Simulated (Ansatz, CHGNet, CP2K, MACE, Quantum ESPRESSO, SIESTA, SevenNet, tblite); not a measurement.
**Other levels on Na+ TFSI- in propylene carbonate and ethylene carbonate at 330 K (114 atoms)**

Density of this cell: 1.50 g/cm³. The cell holds 114 atoms: 2 N, 4 S, 29 O, 29 C, 12 F, 36 H and 2 Na. Cell: a = 11.218 Å, b = 11.218 Å, c = 11.218 Å, α = 90.0°, β = 90.0°, γ = 90.0°. 4 propylene carbonate, 3 ethylene carbonate, 2 Na+, 2 TFSI- placed at random, at 1.5 g/cm³; overlaps pushed apart, then 10 ps at 550 K with Joung-Cheatham ions (J. Phys. Chem. B 112, 9020 (2008)); MMFF94 bonds, angles, torsions, charges and radii (Halgren, J. Comput. Chem. 17, 490 (1996)) in harmonic and 12-6 forms; charges of ions scaled by 0.8. Snapshot after 30 ps at 330 K and fixed volume. Then every atom was moved at random, 0.05 Å r.m.s. a Cartesian component (hydrogen 0.6 of that).

Geometry: as built.

The reference, a calculation:

| Property | Result |
| --- | --- |
| method | Kohn-Sham DFT, PBE, SSSP efficiency 1.3.0 pseudopotentials, plane waves (Quantum ESPRESSO 7.5); sssp-pbe-1.3.0-efficiency, cutoffs 60/480 Ry, Γ point |
| r.m.s. force component | 3.083 eV/Å |
| longest force | 18.82 eV/Å |
| pressure | 6.287 GPa |
| gap (highest filled to lowest empty level) | 3.766 eV |
| time | 2.8 min on 4 MPI ranks of Arm Neoverse V2, shared host |
| CPU time | 11 min |

**Question.** The same geometry is run in other programs. How far does each lie from the reference, and what does it cost?
- CP2K PBE, SZV-MOLOPT-SR, 800/50 Ry, diagonalisation (CP2K 2026.2; 2 threads)
- CP2K PBE, DZVP-MOLOPT-SR, 400/50 Ry, diagonalisation (CP2K 2026.2; 2 threads)
- tblite GFN2-xTB (tblite 0.8.0; 1 thread)
- CP2K PBE+D3(BJ), DZVP-MOLOPT-SR, 800/50 Ry, diagonalisation (CP2K 2026.2; 4 MPI ranks)
- SIESTA PBE, DZP, shift 0.01 Ry, mesh 500 Ry (SIESTA 5.4.2; 2 MPI ranks)
- SevenNet l3i5 potential (SevenNet l3i5; 1 thread)
- CP2K PBE, SZV-MOLOPT-SR, 800/50 Ry, TRS4 filter 1e-03, SCF 1e-04 (CP2K 2026.2; 2 threads)
- CHGNet r2SCAN potential (CHGNet r2SCAN; 1 thread)
- SIESTA PBE, SZ, shift 0.01 Ry, mesh 500 Ry (SIESTA 5.4.2; 1 thread)
- MACE MP-0b2 small potential (MACE MP-0b2 small; 1 thread)

Differences are against the plane-wave reference, forces as r.m.s. over components; share is that over the reference's r.m.s. force, slope the least-squares factor from reference forces to these. Total energies of different programs have different zeros and aren't compared.

| run | Δ force, r.m.s. (meV/Å) | share (%) | slope | Δ pressure (GPa) | Δ gap (eV) | cores | CPU time | memory (GiB) |
| --- | --- | --- | --- | --- | --- | --- | --- | --- |
| reference | - | - | - | - | - | 4 | 11 min | 3.8 |
| CP2K PBE, SZV-MOLOPT-SR, 800/50 Ry, diagonalisation (coarse) | 3988 | 129 | 1.776 | 24.0 | -1.47 | 2 | 4.2 min | 4.8 |
| CP2K PBE, DZVP-MOLOPT-SR, 400/50 Ry, diagonalisation (coarse) | 211 | 6.83 | 1.026 | 0.695 | 0.0053 | 2 | 3.4 min | 1.9 |
| tblite GFN2-xTB | 648 | 21.0 | 0.864 | -5.07 | - | 1 | 7.5 s | 0.15 |
| CP2K PBE+D3(BJ), DZVP-MOLOPT-SR, 800/50 Ry, diagonalisation | 161 | 5.22 | 1.030 | 0.0287 | 0.0072 | 4 | 5.7 min | 6.4 |
| SIESTA PBE, DZP, shift 0.01 Ry, mesh 500 Ry | 421 | 13.7 | 1.072 | 0.725 | 0.108 | 2 | 4.5 min | 2.1 |
| SevenNet l3i5 potential | 353 | 11.5 | 0.954 | -0.997 | - | 1 | 9.7 s | 1.9 |
| CP2K PBE, SZV-MOLOPT-SR, 800/50 Ry, TRS4 filter 1e-03, SCF 1e-04 (coarse) | 4056 | 132 | 1.776 | 24.5 | - | 2 | 85 s | 2.6 |
| CHGNet r2SCAN potential | 558 | 18.1 | 0.871 | -2.33 | - | 1 | 3.9 s | 1.7 |
| SIESTA PBE, SZ, shift 0.01 Ry, mesh 500 Ry (coarse) | 4250 | 138 | 1.710 | 32.3 | -1.35 | 1 | 97 s | 0.95 |
| MACE MP-0b2 small potential | 361 | 11.7 | 0.947 | -0.0702 | - | 1 | 6 s | 0.71 |

Rows marked coarse were listed beforehand as settings not expected to be converged; some can still land near the reference.

Times of the machine-learned potentials are mostly Python's start and the loading of weights.

CPU time is summed over cores on a shared host, where runs went side by side, so it is rough. Symmetry, cutoffs, thresholds, outputs and thread counts weren't matched or tuned between programs; memory under MPI is the largest rank's times the ranks.

The PBE run in local orbitals, coarse settings apart, differs by 14 % (SIESTA PBE, DZP, shift 0.01 Ry, mesh 500 Ry); basis, grid and potentials can all enter. Tight binding differs by 21 % (tblite GFN2-xTB); it is another model, with fitted parameters of its own, and the xTB methods hold dispersion. Machine-learned potentials differ by 11 % (SevenNet l3i5 potential) to 18 % (CHGNet r2SCAN potential); they were trained on other programs' data, some at another functional. Rows with another functional or a dispersion term differ by 5.2 % (CP2K PBE+D3(BJ), DZVP-MOLOPT-SR, 800/50 Ry, diagonalisation), which mixes the change of model with differences of basis and potentials. Periodic xTB results under one method name differ between programs and library versions. Forces of 3.1 eV/Å r.m.s. are well above thermal ones: they come largely from the bond lengths of the classical model and from the random displacements, and they dominate the comparison. Machine-learned potentials mimic data converged in k, so the reference's own k-point error enters their differences. The network of contacts between molecules at the start is that of the classical potential that made the cell, and needn't be the one that DFT or experiment would give. The electronic-structure runs sample only Γ, in a cell whose shortest periodic width is 11 Å.

[Hosts, paths, dates, database ids (printed as entryN), source tags and the programs' standing remarks are cut or masked in the printed files.]

[The MMFF94 radii named for the starting cell were scaled by 0.96; in molecules described by MMFF94, hydrogen bound to N, O or S took a small fixed 12-6 site in their place.]
